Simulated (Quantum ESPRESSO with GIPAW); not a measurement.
# From 13C NMR to local structure in C

A crystal of composition C (one database entry, not always the ambient form) has the 13C spectrum and parameters below, calculated by GIPAW (PBEsol; shifts against TMS, scatter of the reference line 0.9 ppm; spans on the shift scale).

Simulated spectrum, 13C MAS at 8 kHz, 23.5 T (251.6 MHz), lines broadened by 0.8 ppm; rigid lattice, with dipolar and J couplings left out: a single narrow line at 37.0 ppm.

```csv
line,δ_iso (ppm),relative area,span (ppm),skew
A,37.0,1,0.0,-
```

What coordination and symmetry does each C site have?

A: no span, as on a cubic site.  The structure behind these values (space group Fd-3m; other structures could give like values):

```csv
line,surroundings,neighbours,bonds (Å),site symmetry
A,4 C neighbours,4,1.544,-43m
```

[Banner, clock, file and message-heading lines were taken out of the pw.x and gipaw.x logs.]

[Logs are printed without paths, hosts, clocks, repeated set-up lines and the standing remarks that a program may print on its own settings, such as how far it seeks lower states.]

[Hosts, paths, dates, database ids (printed as entryN), source tags and the programs' standing remarks are cut or masked in the printed files.]
